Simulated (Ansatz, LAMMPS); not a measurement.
# Squeezing and shearing amorphous Ge (61 atoms)

How stiff is amorphous Ge (61 atoms), and how do its levels respond to strain?

Main program and level: Ansatz 0.2.0; Kohn-Sham DFT, PBE, PAW (set soft_1), plane waves.

### 1. The starting structure

The cell holds 61 atoms: 61 Ge. Cell: a = 11.207 Å, b = 11.207 Å, c = 11.207 Å, α = 90.0°, β = 90.0°, γ = 90.0°. 61 atoms (61 Ge) placed at random at 5.23 g/cm³, melted at 3500 K for 10 ps at fixed volume with the Tersoff potential (Tersoff, Phys. Rev. B 39, 5566 (1989)). Quenched from 3500 K to 300 K at 6 K/ps and fixed volume, annealed at 1300 K for 20 ps, held 5 ps.

What the set-up can't give: The quench rate of 6 K/ps far exceeds what a furnace or splat quench reaches, so expect more defects and frozen-in strain than in a real sample. The starting topology of bonds comes from the classical model, and needn't be the one that DFT or experiment would give. Sampling is at Γ alone.

### 2. Single point at the start

The forces at the start show how far the geometry lies from a minimum of this functional.

input.yaml reads:

```yaml
crystal:
  lattice:
    - [11.2075, 0.0, 0.0]
    - [0.0, 11.2075, 0.0]
    - [0.0, 0.0, 11.2075]
  atoms:
    - { symbol: Ge, position: [0.99336, 0.11111, 0.99701] }
    - { symbol: Ge, position: [0.00158, 0.39565, 0.72721] }
    - { symbol: Ge, position: [0.0853, 0.02433, 0.80304] }
    - { symbol: Ge, position: [0.71982, 0.93052, 0.69097] }
    - { symbol: Ge, position: [0.02948, 0.99053, 0.368] }
    - { symbol: Ge, position: [0.79736, 0.40852, 0.81439] }
    - { symbol: Ge, position: [0.75011, 0.13555, 0.56656] }
    - { symbol: Ge, position: [0.47053, 0.75215, 0.31963] }
    - { symbol: Ge, position: [0.1902, 0.56939, 0.25293] }
    - { symbol: Ge, position: [0.97639, 0.46871, 0.5235] }
    - { symbol: Ge, position: [0.58398, 0.57285, 0.57871] }
    - { symbol: Ge, position: [0.34692, 0.41563, 0.34254] }
    - { symbol: Ge, position: [0.67339, 0.58482, 0.77128] }
    - { symbol: Ge, position: [0.48284, 0.37351, 0.63267] }
    - { symbol: Ge, position: [0.8076, 0.73372, 0.39761] }
    - { symbol: Ge, position: [0.4993, 0.95294, 0.10715] }
    - { symbol: Ge, position: [0.29337, 0.35179, 0.745] }
    - { symbol: Ge, position: [0.51627, 0.45359, 0.2183] }
    - { symbol: Ge, position: [0.97989, 0.82146, 0.48681] }
    - { symbol: Ge, position: [0.42394, 0.06741, 0.9187] }
    - { symbol: Ge, position: [0.56315, 0.8226, 0.58427] }
    - { symbol: Ge, position: [0.50892, 0.38047, 0.01658] }
    - { symbol: Ge, position: [0.63092, 0.19265, 0.38693] }
    - { symbol: Ge, position: [0.35678, 0.89705, 0.62616] }
    - { symbol: Ge, position: [0.06562, 0.54252, 0.88274] }
    - { symbol: Ge, position: [0.49334, 0.55409, 0.89224] }
    - { symbol: Ge, position: [0.2329, 0.04705, 0.34396] }
    - { symbol: Ge, position: [0.54444, 0.75926, 0.99079] }
    - { symbol: Ge, position: [0.12804, 0.1966, 0.66933] }
    - { symbol: Ge, position: [0.19226, 0.75739, 0.13265] }
    - { symbol: Ge, position: [0.43314, 0.2594, 0.46425] }
    - { symbol: Ge, position: [0.2852, 0.93178, 0.82254] }
    - { symbol: Ge, position: [0.85818, 0.4233, 0.18097] }
    - { symbol: Ge, position: [0.76406, 0.14234, 0.01064] }
    - { symbol: Ge, position: [0.92585, 0.99148, 0.17638] }
    - { symbol: Ge, position: [0.19151, 0.25638, 0.28549] }
    - { symbol: Ge, position: [0.26965, 0.58403, 0.80944] }
    - { symbol: Ge, position: [0.65403, 0.26967, 0.7304] }
    - { symbol: Ge, position: [0.63735, 0.87725, 0.38074] }
    - { symbol: Ge, position: [0.27184, 0.6844, 0.6089] }
    - { symbol: Ge, position: [0.76776, 0.52464, 0.46781] }
    - { symbol: Ge, position: [0.97195, 0.79043, 0.09282] }
    - { symbol: Ge, position: [0.63989, 0.08951, 0.84518] }
    - { symbol: Ge, position: [0.8288, 0.64401, 0.18446] }
    - { symbol: Ge, position: [0.15141, 0.25354, 0.06536] }
    - { symbol: Ge, position: [0.98766, 0.3311, 0.34846] }
    - { symbol: Ge, position: [0.30029, 0.09946, 0.53888] }
    - { symbol: Ge, position: [0.31105, 0.75564, 0.95114] }
    - { symbol: Ge, position: [0.69665, 0.38947, 0.32189] }
    - { symbol: Ge, position: [0.06962, 0.45906, 0.09223] }
    - { symbol: Ge, position: [0.94807, 0.73618, 0.88003] }
    - { symbol: Ge, position: [0.95512, 0.87979, 0.71121] }
    - { symbol: Ge, position: [0.72954, 0.78423, 0.86103] }
    - { symbol: Ge, position: [0.73958, 0.35283, 0.01106] }
    - { symbol: Ge, position: [0.95832, 0.16407, 0.4859] }
    - { symbol: Ge, position: [0.33805, 0.26278, 0.9416] }
    - { symbol: Ge, position: [0.68501, 0.04051, 0.21528] }
    - { symbol: Ge, position: [0.11142, 0.6372, 0.46568] }
    - { symbol: Ge, position: [0.59287, 0.6448, 0.16891] }
    - { symbol: Ge, position: [0.40474, 0.60176, 0.45708] }
    - { symbol: Ge, position: [0.32731, 0.88811, 0.22865] }
kpoints:
  mp_grid: { grid: [1, 1, 1] }
hamiltonian:
  xc: pbe
  pseudopotentials: { kind: paw, azcp: { folder: soft_1 } }
scf:
  occupations: { method: gaussian, width: 0.05 }
output:
  forces: true
```

The run is started by

```bash
ansatz run input.yaml --threads 4 --pin off --max-ram 8192MiB --backend cpu --events-out ev --progress --plain --runs-dir out
```

Numbers of over 12 decimals in the logs are rounded to 6 here.

Log:

```text
Engine: ansatz 0.2.0, aarch64-unknown-linux-gnu
Pseudopotentials: kind: paw
Pseudopotential: Ge, paw, valence charge 14, recommended cutoff 420 eV (normal), soft_1/Ge.paw.azcp
[... 5 lines on functional and potentials left out ...]
Crystal: 61 atoms, lattice volume = 1407.752 Å³
Basis set: ecut = 420 eV, 27609 PW (Γ), exchange–correlation on 150×150×150 points (8 copies of the dense FFT grid, shifted against one another)
Bands: 488, of which v1, the nominal top of the filled ones, is band 427 counted from 1 (426 counted from 0)
Symmetry: 1 space group operations
Space group: P1 (ITA 1), of the structure as read, at distance tolerance 1.1e-4 Å
k-points: 1
[... 3 lines on functional and potentials left out ...]
Initial density: superposition of atomic densities (chi_scale 0.1, normalization cell)
Initial wavefunctions: pseudopotential atomic-orbital guess
Functional: x = pbe(κ = 0.804, μ = 0.219515), c = pbe(β = 0.066725)
SCF iter   1: F=—  HF=-261978.525461 eV  |F-HF|=—  |Δ(HF+E_count)|=         —  Δρ=3.12e-2  dr2=1.47e1  ethr=3.10e-3  ⟨swp⟩=6.0  Hψ=1760  notcnv=0
preconditioner: auto → LDOS  [insulator: Δε(μ)=0.089 eV  Ē_g=21.317 eV  σ=0.050 eV  W_gap=0.79  n_scr=388 (ndim 8)  ℏωp=28.9 eV  f_vac=0.032  D(μ)=20.28/eV (n_scr^D=92)  ε∞_Penn≈2.8  β→1.0]
SCF iter   2: F=—  HF=-261977.243004 eV  |F-HF|=—  |Δ(HF+E_count)|=    1.28e0  Δρ=8.34e-3  dr2=2.54e0  ethr=1.73e-3  ⟨swp⟩=3.0  Hψ=674  notcnv=0  defer=55
SCF iter   3: F=—  HF=-261976.914574 eV  |F-HF|=—  |Δ(HF+E_count)|=   3.28e-1  Δρ=4.14e-3  dr2=6.59e-1  ethr=2.97e-4  ⟨swp⟩=3.0  Hψ=871  notcnv=0  defer=55
SCF iter   4: F=—  HF=-261976.762550 eV  |F-HF|=—  |Δ(HF+E_count)|=   1.52e-1  Δρ=1.34e-3  dr2=6.62e-2  ethr=7.72e-5  ⟨swp⟩=3.0  Hψ=866  notcnv=0  defer=55
SCF iter   5: F=—  HF=-261976.752491 eV  |F-HF|=—  |Δ(HF+E_count)|=   1.01e-2  Δρ=4.35e-4  dr2=7.20e-3  ethr=7.75e-6  ⟨swp⟩=2.0  Hψ=574  notcnv=0  defer=55
SCF iter   6: F=—  HF=-261976.751641 eV  |F-HF|=—  |Δ(HF+E_count)|=   8.50e-4  Δρ=1.24e-4  dr2=5.19e-4  ethr=8.43e-7  ⟨swp⟩=2.0  Hψ=859  notcnv=0  defer=55
SCF iter   7: F=—  HF=-261976.751703 eV  |F-HF|=—  |Δ(HF+E_count)|=   6.14e-5  Δρ=4.35e-5  dr2=7.20e-5  ethr=6.08e-8  ⟨swp⟩=3.0  Hψ=861  notcnv=0  defer=55
SCF iter   8: F=—  HF=-261976.750840 eV  |F-HF|=—  |Δ(HF+E_count)|=   8.63e-4  Δρ=1.67e-5  dr2=9.27e-6  ethr=8.43e-9  ⟨swp⟩=3.0  Hψ=916  notcnv=0  defer=55
SCF iter   9: F=—  HF=-261976.750840 eV  |F-HF|=—  |Δ(HF+E_count)|=   3.60e-7  Δρ=7.34e-6  dr2=1.89e-6  ethr=1.09e-9  ⟨swp⟩=3.0  Hψ=861  notcnv=0  defer=55
SCF iter  10: F=—  HF=-261976.750840 eV  |F-HF|=—  |Δ(HF+E_count)|=   2.80e-8  Δρ=2.68e-6  dr2=2.35e-7  ethr=2.21e-10  ⟨swp⟩=3.0  Hψ=860  notcnv=0  defer=55
SCF iter  11: F=-261976.750840 eV  HF=-261976.750840 eV  |F-HF|=2.38e-8  |Δ(HF+E_count)|=   1.10e-8  Δρ=1.16e-6  dr2=3.78e-8  ethr=1.17e-11  ⟨swp⟩=3.0  Hψ=1348  notcnv=0
SCF 1 converged in 11 iterations: F = -261976.750840 eV  dr2 = 3.78e-8
  greatest PAW one-centre occupation: 0.998 electrons in one spin orbital (limit 2), on the Ge atom at site 25 (counted from 0), in its partial waves of l = 2
SCF converged after 11 iterations
Free energy (F): -261976.750840 eV
Harris-Foulkes:  -261976.750840 eV  (|F-HF|=2.38e-8)
Internal energy: -261976.713010 eV  (E = F + TS)
E sigma→0 (E₀):  -261976.731925 eV
Entropy (-TS):   -0.037830 eV (-0.620 meV/atom)
Fermi energy:    8.028648 eV
--- Per-component energies (eV) ---
  E_band       = -9325.720945
  E_kinetic    = 5652.623972
  E_local      = -140492.317477  (includes V_loc(G=0)·N_el)
  E_nonlocal   = 13216.493336
  E_hartree    = 66954.024765
  E_xc         = -4375.576657
  E_vxc        = -3973.494046  (∫ρ·V_xc dr)
  E_paw        = -122732.691055  (= ΣΔE_a)
  E_vpaw       = -17637.056901  (= ΣTr[D̂ρ^β])
  E_aug_tail   = 0.000993  (compensation charges beyond the density's cutoff)
  E_ewald      = -80199.270887
  E_smearing   = -0.037830  (= −TS)
  E_closure    = 0.000000  (closes the sum)
  Σ components = -261976.750840   (vs F -261976.750840, Δ=0.00e0)
--- Forces (eV/Å), atoms counted from 1 ---
  atom   1  Ge    -0.35069526    -0.22064931    -0.35827012
  atom   2  Ge    -0.19919909    -0.64976280     0.55640363
  atom   3  Ge     0.23847215     0.42031662     0.81397699
  atom   4  Ge     0.45227330     0.96298327     0.51547670
  atom   5  Ge    -0.30668513     0.45697961     0.04523462
  atom   6  Ge     0.28275639     0.04788736    -0.66309250
  atom   7  Ge     0.21204380    -0.23082331     0.30046904
  atom   8  Ge    -0.15381204     0.34237907    -0.40756068
  atom   9  Ge    -0.11881009     0.32368201     0.37834973
  atom  10  Ge    -0.06215757     0.69399103    -0.38542079
  atom  11  Ge     0.15732046    -0.05699249     0.05291301
  atom  12  Ge    -0.51654906     0.68468221    -0.17350724
  atom  13  Ge     0.36165092     0.41256053     0.43831750
  atom  14  Ge     0.81951570     0.09067370     0.97248088
[...]
atom  60  Ge    -0.02332399    -0.52891672     0.39381082
  atom  61  Ge     0.55301963     0.82208205     0.25526733
  max |Σ_I F_I| component: 2.24e-5 eV/Å
```

Elapsed: 18 s, on 4 threads of Arm Neoverse V2, shared host; peak memory 2 GiB.

The r.m.s. force at the start is 0.49 eV/Å.

[end of part 1 of 3]

[Logs are printed without paths, hosts, clocks, repeated set-up lines and the standing remarks that a program may print on its own settings, such as how far it seeks lower states.]

[Hosts, paths, dates, database ids (printed as entryN), source tags and the programs' standing remarks are cut or masked in the printed files.]
